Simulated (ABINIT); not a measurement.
# How the form of the self-energy moves the gap of CsGeCl3 (R3m)

Aim: compare treatments of exchange, screening and correlation for the gap of CsGeCl3 (R3m).

Main program and level: ABINIT 10.8.3; LDA and many-body steps on it, plane waves.

## 1. Set-up

The structure is trigonal, space group R3m (No. 160). The conventional cell has a = 7.694 Å, b = 7.694 Å, c = 9.535 Å, α = 90.00°, β = 90.00°, γ = 120.00°. Nearest to Cs lie 12 Cl at 3.86 to 3.90 Å. Nearest to Ge lie 3 Cl at 2.37 Å. Cl has 2 Ge at 2.37 to 3.10 Å and 4 Cs at 3.86 to 3.90 Å nearest. Farther neighbours and most contacts between anions are not listed.

As a file:

```cif
data_structure
_symmetry_space_group_name_H-M 'R3m:H'
_symmetry_Int_Tables_number 160
_cell_length_a 7.6936
_cell_length_b 7.6936
_cell_length_c 9.5349
_cell_angle_alpha 90.000
_cell_angle_beta 90.000
_cell_angle_gamma 120.000
_cell_volume 488.78
loop_
_atom_site_label
_atom_site_type_symbol
_atom_site_symmetry_multiplicity
_atom_site_Wyckoff_symbol
_atom_site_fract_x
_atom_site_fract_y
_atom_site_fract_z
_atom_site_occupancy
Cs1 Cs 3 a 0.33333 0.66667 0.66507 1
Ge1 Ge 3 a 0.33333 0.66667 0.18220 1
Cl1 Cl 9 b 0.18269 0.36538 0.31402 1
```

The cell and positions are those that the Materials Project relaxed with its own functionals (PBE, PBE+U or r2SCAN), kept fixed. Spin-orbit coupling is left out unless a step names it.

## 2. Empty states on the mesh, 2×2×2 mesh, 276 bands

This step: ABINIT 10.8.3; DFT, LDA, plane waves, norm-conserving pseudopotentials.

The sums over transitions need many empty states on a uniform mesh; this step solves for them.

Input file run.abi:

```
acell 3*1.0 Angstrom
rprim 
  3.846816390705 2.220960478697 3.178300533600
  -3.846816390705 2.220960478697 3.178300533600
  -0.000000000000 -4.441920957394 3.178300533600
ntypat 3
znucl 55 32 17
natom 5
typat 1 2 3 3 3
xred 
  0.998403350000 0.998403350000 0.998403350000
  0.515533150000 0.515533150000 0.515533150000
  0.496712670000 0.496712670000 0.948638170000
  0.496712670000 0.948638170000 0.496712670000
  0.948638170000 0.496712670000 0.496712670000
pp_dirpath "pseudos"
pseudos "Cs.upf, Ge.upf, Cl.upf"
ecut 56
ngkpt 2 2 2
nshiftk 1
shiftk 0 0 0
kptopt 1
chksymbreak 0
iscf -2
irdden 1
istwfk *1
nband 276
nbdbuf 24
tolwfr 1e-09
nstep 60
prtvol 0
indata_prefix "in"
outdata_prefix "out"
tmpdata_prefix "tmp"
```

Started as:

```bash
$ OMP_NUM_THREADS=1 mpirun -n 4 abinit run.abi > log
```

Numbers of over 12 decimals in the logs are rounded to 6 here.

The log of the run:

```text
.Version 10.8.3 of ABINIT. v10.8.2 released Aug 2026.

 Symmetries : space group R3 m (#160); Bravais hR (rhombohedral)
[... echo of the input left out ...]
== DATASET  1 ==================================================================
-   mpi_nproc: 4, omp_nthreads: 1 (-1 if OMP is not activated)

--- !DatasetInfo
iteration_state: {dtset: 1, }
dimensions: {natom: 5, nkpt: 4, mband: 276, nsppol: 1, nspinor: 1, nspden: 1, mpw: 22041, }
cutoff_energies: {ecut:  56.0, pawecutdg:  -1.0, }
[...]
2.45292    2.47046    2.47046    2.47769    2.48440    2.48529    2.48529    2.50331
   2.50331    2.50708    2.51994    2.54998    2.54998    2.57021    2.57642    2.57643
   2.60173    2.60178    2.64110    2.67616
 prteigrs : prtvol=0 or 1, do not print more k-points.

== END DATASET(S) ==============================================================
================================================================================

 -outvars: echo values of variables after computation  --------
            nband         276
             nkpt           4
          spgroup         160
 [... the other variables as echoed above ...]

 Calculation completed.
```

It took 7.7 min on 4 MPI ranks of Intel Xeon Platinum 8375C at 2.90GHz (Ice Lake), shared host; peak memory 0.9 GiB; 31 min of CPU time.

This step gave:

```yaml
gap: 1.977 eV
k_of_the_valence_top: 0.5, 0.5, 0.5
k_of_the_conduction_bottom: 0.5, 0.5, 0.5
least_direct_gap: 1.977 eV
k_points_computed: 4
lowest_point_of_the_top_converged_band_above_the_valence_top: 64.4151 eV
```

On this mesh the gap is 1.977 eV.

The density comes from a self-consistent run that is not shown.

## 3. Screening, 2×2×2 mesh, 252 bands, screening to 152.4 eV

The RPA dielectric matrix is built and inverted for each q.

This step: RPA screening on LDA, plane waves, norm-conserving pseudopotentials.

Edit run.abi of step 2 so:

```diff
@@ -23,10 +23,11 @@
 chksymbreak 0
-iscf -2
-irdden 1
 istwfk *1
-nband 276
-nbdbuf 24
-tolwfr 1e-09
-nstep 60
-prtvol 0
+occopt 1
+irdwfk 1
+optdriver 3
+nband 252
+ecuteps 5.6
+inclvkb 2
+awtr 1
+symchi 1
 indata_prefix "in"
```

The log of the run:

```text
.Version 10.8.3 of ABINIT. v10.8.2 released Aug 2026.

 Symmetries : space group R3 m (#160); Bravais hR (rhombohedral)
[... echo of the input left out ...]
== DATASET  1 ==================================================================
-   mpi_nproc: 4, omp_nthreads: 1 (-1 if OMP is not activated)

--- !DatasetInfo
iteration_state: {dtset: 1, }
dimensions: {natom: 5, nkpt: 4, mband: 252, nsppol: 1, nspinor: 1, nspden: 1, mpw: 22041, }
cutoff_energies: {ecut:  56.0, pawecutdg:  -1.0, }
electrons: {nelect:   5.20000000E+01, charge:   0.00000000E+00, occopt:   1.00000000E+00, tsmear:   1.00000000E-02, }

 SCREENING: Calculation of the susceptibility and dielectric matrices

 Based on a program developped by R.W. Godby, V. Olevano, G. Onida, and L. Reining.
 Incorporated in ABINIT by V. Olevano, G.-M. Rignanese, and M. Torrent.
.Using double precision arithmetic ; gwpc =  8

[... cell and pseudopotentials left out ...]
--------------------------------------------------------------------------------

 ==== K-mesh for the wavefunctions ====
 Number of points in the irreducible wedge :     4
[... list of points left out ...]
 Together with  6 symmetry operations and time-reversal symmetry
 yields     8 points in the full Brillouin Zone.

 ==== Q-mesh for the screening function ====
 Number of points in the irreducible wedge :     4
[... list of points left out ...]
 Together with  6 symmetry operations and time-reversal symmetry
 yields     8 points in the full Brillouin Zone.

 setmesh: FFT mesh size selected  =    45x   45x   45
          total number of points  =        91125

 vcoul_init : cutoff-mode = AUXILIARY_FUNCTION
 q-points for optical limit:   1
     1)      0.000010    0.000020    0.000030

- screening: taking advantage of time-reversal symmetry
- Maximum band index for partially occupied states nbvw = 26
- Remaining bands to be divided among processors   nbcw = 226
- Number of bands treated by each node ~56

 Number of electrons calculated from density =   52.0000; Expected =   52.0000
 average of density, n =  0.047295
 r_s =    1.7154
 omega_plasma =   20.9780 [eV]

 calculating chi0 at frequencies [eV] :
  1    0.000000E+00    0.000000E+00
  2    0.000000E+00    2.097803E+01

--------------------------------------------------------------------------------
  q-point number  1        q = ( 0.000000, 0.000000, 0.000000) [r.l.u.]
--------------------------------------------------------------------------------
[... chi0 elements left out ...]
 For q-point:  0.000010 0.000020 0.000030
  dielectric constant =   5.9621
  dielectric constant without local fields =   7.2337

  Average fulfillment of the sum rule on Im[epsilon] for q-point    1 :     57.76  [%]
[... wings left out ...]
  q-point number  2        q = ( 0.500000, 0.000000, 0.000000) [r.l.u.]
--------------------------------------------------------------------------------
[... chi0 elements left out ...]
  Average fulfillment of the sum rule on Im[epsilon] for q-point    2 :     60.86  [%]

 [... 2 further q-points ...]
```

Elapsed: 3.3 min, on 4 MPI ranks; peak memory 3.5 GiB.

This step gave:

| Item | Value |
| --- | --- |
| ε∞ with local fields, on this mesh, along the program's q direction | 5.962 |
| the same without local fields | 7.234 |
| plasma frequency | 20.98 eV |
| plane waves in the screening matrix | 739 |

Local fields lower ε∞ by 18 %. On a Γ-centred mesh this coarse the value itself is usually too large, while a short band sum pulls it down.

## 4. G0W0, Godby-Needs plasmon pole

The self-energy is evaluated for the states that the input lists, and the levels follow from it, in one-shot runs by the linearised quasiparticle equation.

This step: G0W0 on LDA, plane waves, norm-conserving pseudopotentials.

Edit run.abi of step 3 so:

```diff
@@ -26,8 +26,17 @@
 irdwfk 1
-optdriver 3
+optdriver 4
 nband 252
+gwcalctyp 0
+ecutsigx 56
+symsigma 1
+nkptgw 2
+kptgw 
+  0.5000000000 0.5000000000 0.5000000000
+  0.0000000000 0.0000000000 0.0000000000
+bdgw 
+  25 28
+  24 29
 ecuteps 5.6
-inclvkb 2
-awtr 1
-symchi 1
+irdscr 1
+ppmodel 1
 indata_prefix "in"
```

The log of the run:

```text
.Version 10.8.3 of ABINIT. v10.8.2 released Aug 2026.

 Symmetries : space group R3 m (#160); Bravais hR (rhombohedral)
[... echo of the input left out ...]
== DATASET  1 ==================================================================
-   mpi_nproc: 4, omp_nthreads: 1 (-1 if OMP is not activated)

--- !DatasetInfo
iteration_state: {dtset: 1, }
dimensions: {natom: 5, nkpt: 4, mband: 252, nsppol: 1, nspinor: 1, nspden: 1, mpw: 22041, }
cutoff_energies: {ecut:  56.0, pawecutdg:  -1.0, }
electrons: {nelect:   5.20000000E+01, charge:   0.00000000E+00, occopt:   1.00000000E+00, tsmear:   1.00000000E-02, }

 SIGMA: Calculation of the GW corrections

 Based on a program developped by R.W. Godby, V. Olevano, G. Onida, and L. Reining.
 Incorporated in ABINIT by V. Olevano, G.-M. Rignanese, and M. Torrent.
.Using double precision arithmetic ; gwpc =  8

[... cell and pseudopotentials left out ...]
--------------------------------------------------------------------------------

 ==== K-mesh for the wavefunctions ====
 Number of points in the irreducible wedge :     4
[... list of points left out ...]
 Together with  6 symmetry operations and time-reversal symmetry
 yields     8 points in the full Brillouin Zone.

 ==== Q-mesh for screening function ====
 Number of points in the irreducible wedge :     4
[... list of points left out ...]
 Together with  6 symmetry operations and time-reversal symmetry
 yields     8 points in the full Brillouin Zone.

 vcoul_init : cutoff-mode = AUXILIARY_FUNCTION
 q-points for optical limit:   1
     1)      0.000010    0.000020    0.000030
 setmesh: FFT mesh size selected  =    72x   72x   72
          total number of points  =       373248

 Number of electrons calculated from density =   52.0000; Expected =   52.0000
 average of density, n =  0.047295
 r_s =    1.7154
 omega_plasma =   20.9780 [eV]

 === KS Band Gaps ===
  >>>> For spin  1
   Minimum direct gap =   1.9771 [eV], located at k-point      :   0.5000  0.5000  0.5000
   Fundamental gap    =   1.9771 [eV], Top of valence bands at :   0.5000  0.5000  0.5000
                                       Bottom of conduction at :   0.5000  0.5000  0.5000
 SIGMA fundamental parameters:
 PLASMON POLE MODEL  1
 number of plane-waves for SigmaX                22041
 number of plane-waves for SigmaC and W            739
 number of plane-waves for wavefunctions         22041
 number of bands                                   252
 number of independent spin polarizations            1
 number of spinorial components                      1
 number of k-points in IBZ                           4
 number of q-points in IBZ                           4
 number of symmetry operations                       6
 number of k-points in BZ                            8
 number of q-points in BZ                            8
 number of frequencies for dSigma/dE                 9
 frequency step for dSigma/dE [eV]                0.25
 number of omega for Sigma on real axis              0
 max omega for Sigma on real axis  [eV]           0.00
 zcut for avoiding poles [eV]                     0.10

 EPSILON^-1 parameters (SCR file):
 dimension of the eps^-1 matrix on file            739
 dimension of the eps^-1 matrix used               739
 number of plane-waves for wavefunctions         22041
 number of bands                                   252
 number of q-points in IBZ                           4
 number of frequencies                               2
 number of real frequencies                          1
 number of imag frequencies                          1

 matrix elements of self-energy operator (all in [eV])

 Perturbative Calculation

--- !SelfEnergy_ee
iteration_state: {dtset: 1, }
kpoint     : [   0.500,    0.500,    0.500, ]
spin       : 1
KS_gap     :    1.977
QP_gap     :    3.652
Delta_QP_KS:    1.675
data: !SigmaeeData |
     Band     E0 <VxcDFT>   SigX SigC(E0)      Z dSigC/dE  Sig(E)    E-E0       E
       25  -0.190 -14.219 -18.514   2.820   0.770  -0.299 -15.354  -1.136  -1.326
       26   1.959 -14.764 -16.833   1.329   0.786  -0.272 -15.345  -0.581   1.377
       27   3.936 -11.282  -6.604  -3.323   0.807  -0.239 -10.188   1.094   5.029
       28   3.936 -11.282  -6.604  -3.323   0.807  -0.239 -10.188   1.094   5.029

--- !SelfEnergy_ee
iteration_state: {dtset: 1, }
kpoint     : [   0.000,    0.000,    0.000, ]
spin       : 1
KS_gap     :    5.520
QP_gap     :    7.306
Delta_QP_KS:    1.786
data: !SigmaeeData |
     Band     E0 <VxcDFT>   SigX SigC(E0)      Z dSigC/dE  Sig(E)    E-E0       E
       24  -0.526 -14.055 -18.275   2.783   0.771  -0.298 -15.163  -1.108  -1.634
       25  -0.526 -14.055 -18.275   2.783   0.771  -0.298 -15.163  -1.108  -1.634
       26  -0.340 -13.977 -17.781   2.492   0.772  -0.295 -14.990  -1.014  -1.354
       27   5.180  -7.348  -3.022  -3.405   0.838  -0.193  -6.576   0.772   5.952
       28   6.059  -7.267  -2.987  -3.300   0.840  -0.190  -6.444   0.823   6.882
       29   6.059  -7.267  -2.987  -3.300   0.840  -0.190  -6.444   0.823   6.882

== END DATASET(S) ==============================================================
================================================================================

 -outvars: echo values of variables after computation  --------
           etotal      0.0000000000E+00
            nband         252
             nkpt           4
          spgroup         160
 [... the other variables as echoed above ...]

 Calculation completed.
```

Elapsed: 73 s, on 4 MPI ranks; peak memory 2.9 GiB; 4.9 min of CPU time.

This step gave:

```
G0W0 gap on the points computed              : 3.652 eV
starting gap on the mesh                     : 1.977 eV
k of the valence top                         : 0.5, 0.5, 0.5
k of the conduction bottom                   : 0.5, 0.5, 0.5
Z at the valence top                         : 0.786
Z at the conduction bottom                   : 0.807
least direct G0W0 gap on the computed points : 3.652 eV
```

The gap on the mesh goes from 1.98 eV to 3.65 eV, a correction of +1.67 eV.

## 5. G0W0, Hybertsen-Louie plasmon pole

Edit run.abi of step 4 so:

```diff
@@ -40,3 +40,3 @@
 irdscr 1
-ppmodel 1
+ppmodel 2
 indata_prefix "in"
```

The log of the run:

```text
.Version 10.8.3 of ABINIT. v10.8.2 released Aug 2026.

 Symmetries : space group R3 m (#160); Bravais hR (rhombohedral)
[... echo of the input left out ...]
== DATASET  1 ==================================================================
-   mpi_nproc: 4, omp_nthreads: 1 (-1 if OMP is not activated)

--- !DatasetInfo
iteration_state: {dtset: 1, }
dimensions: {natom: 5, nkpt: 4, mband: 252, nsppol: 1, nspinor: 1, nspden: 1, mpw: 22041, }
cutoff_energies: {ecut:  56.0, pawecutdg:  -1.0, }
electrons: {nelect:   5.20000000E+01, charge:   0.00000000E+00, occopt:   1.00000000E+00, tsmear:   1.00000000E-02, }

 SIGMA: Calculation of the GW corrections

 Based on a program developped by R.W. Godby, V. Olevano, G. Onida, and L. Reining.
 Incorporated in ABINIT by V. Olevano, G.-M. Rignanese, and M. Torrent.
.Using double precision arithmetic ; gwpc =  8

[... cell and pseudopotentials left out ...]
--------------------------------------------------------------------------------

 ==== K-mesh for the wavefunctions ====
 Number of points in the irreducible wedge :     4
[... list of points left out ...]
 Together with  6 symmetry operations and time-reversal symmetry
 yields     8 points in the full Brillouin Zone.

 ==== Q-mesh for screening function ====
 Number of points in the irreducible wedge :     4
[... list of points left out ...]
 Together with  6 symmetry operations and time-reversal symmetry
 yields     8 points in the full Brillouin Zone.

 vcoul_init : cutoff-mode = AUXILIARY_FUNCTION
 q-points for optical limit:   1
     1)      0.000010    0.000020    0.000030
 setmesh: FFT mesh size selected  =    72x   72x   72
          total number of points  =       373248

 Number of electrons calculated from density =   52.0000; Expected =   52.0000
[...]
number of omega for Sigma on real axis              0
 max omega for Sigma on real axis  [eV]           0.00
 zcut for avoiding poles [eV]                     0.10

 EPSILON^-1 parameters (SCR file):
 dimension of the eps^-1 matrix on file            739
 dimension of the eps^-1 matrix used               739
 number of plane-waves for wavefunctions         22041
 number of bands                                   252
 number of q-points in IBZ                           4
 number of frequencies                               2
 number of real frequencies                          1
 number of imag frequencies                          1

 matrix elements of self-energy operator (all in [eV])

 Perturbative Calculation

--- !SelfEnergy_ee
iteration_state: {dtset: 1, }
kpoint     : [   0.500,    0.500,    0.500, ]
spin       : 1
KS_gap     :    1.977
QP_gap     :    4.080
Delta_QP_KS:    2.103
data: !SigmaeeData |
     Band     E0 <VxcDFT>   SigX SigC(E0)      Z dSigC/dE  Sig(E)    E-E0       E
       25  -0.190 -14.219 -18.514   2.320   0.849  -0.178 -15.895  -1.677  -1.867
       26   1.959 -14.764 -16.833   0.622   0.848  -0.179 -15.991  -1.228   0.731
       27   3.936 -11.282  -6.604  -3.658   0.858  -0.165 -10.407   0.875   4.811
[...]
--- !SelfEnergy_ee
iteration_state: {dtset: 1, }
kpoint     : [   0.000,    0.000,    0.000, ]
spin       : 1
KS_gap     :    5.520
QP_gap     :    7.412
Delta_QP_KS:    1.892
data: !SigmaeeData |
     Band     E0 <VxcDFT>   SigX SigC(E0)      Z dSigC/dE  Sig(E)    E-E0       E
[...]
28   6.059  -7.267  -2.987  -3.856   0.871  -0.148  -6.897   0.370   6.429
       29   6.059  -7.267  -2.987  -3.856   0.871  -0.148  -6.897   0.370   6.429

== END DATASET(S) ==============================================================
================================================================================

 -outvars: echo values of variables after computation  --------
           etotal      0.0000000000E+00
            nband         252
             nkpt           4
          spgroup         160
 [... the other variables as echoed above ...]

 Calculation completed.
```

Wall time 68 s (4 MPI ranks); peak memory 2.8 GiB.

Numbers from this step:

```
G0W0 gap on the points computed              : 4.08 eV
starting gap on the mesh                     : 1.977 eV
k of the valence top                         : 0.5, 0.5, 0.5
k of the conduction bottom                   : 0.5, 0.5, 0.5
Z at the valence top                         : 0.848
Z at the conduction bottom                   : 0.858
least direct G0W0 gap on the computed points : 4.08 eV
```

Against G0W0 in ABINIT (2×2×2 mesh, 252 bands, screening to 152.4 eV, Godby-Needs plasmon pole), the gap moves by +0.428 eV.

## 6. G0W0, von der Linden-Horsch plasmon pole

Edit run.abi of step 5 so:

```diff
@@ -40,3 +40,3 @@
 irdscr 1
-ppmodel 2
+ppmodel 3
 indata_prefix "in"
```

The log of the run:

```text
.Version 10.8.3 of ABINIT. v10.8.2 released Aug 2026.

 Symmetries : space group R3 m (#160); Bravais hR (rhombohedral)
[... echo of the input left out ...]
== DATASET  1 ==================================================================
-   mpi_nproc: 4, omp_nthreads: 1 (-1 if OMP is not activated)

--- !DatasetInfo
iteration_state: {dtset: 1, }
dimensions: {natom: 5, nkpt: 4, mband: 252, nsppol: 1, nspinor: 1, nspden: 1, mpw: 22041, }
cutoff_energies: {ecut:  56.0, pawecutdg:  -1.0, }
[...]
Band     E0 <VxcDFT>   SigX SigC(E0)      Z dSigC/dE  Sig(E)    E-E0       E
[...]
28   6.059  -7.267  -2.987  -3.602   0.898  -0.113  -6.658   0.609   6.668
       29   6.059  -7.267  -2.987  -3.602   0.898  -0.113  -6.658   0.609   6.668

== END DATASET(S) ==============================================================
================================================================================

 -outvars: echo values of variables after computation  --------
           etotal      0.0000000000E+00
            nband         252
             nkpt           4
          spgroup         160
 [... the other variables as echoed above ...]

 Calculation completed.
```

Elapsed: 59 s, on 4 MPI ranks; peak memory 2.6 GiB.

This step gave:

```
G0W0 gap on the points computed              : 3.797 eV
starting gap on the mesh                     : 1.977 eV
k of the valence top                         : 0.5, 0.5, 0.5
k of the conduction bottom                   : 0.5, 0.5, 0.5
least direct G0W0 gap on the computed points : 3.797 eV
```

Against G0W0 in ABINIT (2×2×2 mesh, 252 bands, screening to 152.4 eV, Godby-Needs plasmon pole), the gap moves by +0.145 eV.

(Continued in part 2 of 2.)

[Paths, hosts, dates, memory and timing lines, banners, echoed tables and standing remarks are left out of the program output.]

[Logs are printed without paths, hosts, clocks, repeated set-up lines and the standing remarks that a program may print on its own settings, such as how far it seeks lower states.]

[Runs of the session that timed out or met a known fault of the program may be left out.]

[Hosts, paths, dates, database ids (printed as entryN), source tags and the programs' standing remarks are cut or masked in the printed files.]

[G0W0 gaps are taken among the corrected bands and points alone; a level outside them can change the order at an edge.]

[Where Ansatz stands beside ABINIT at settings called matched, ABINIT's density can come from a denser mesh and the files from another edition; pairs whose starting gaps differed by over 0.03 eV were left out, so agreement reads better than it is.]
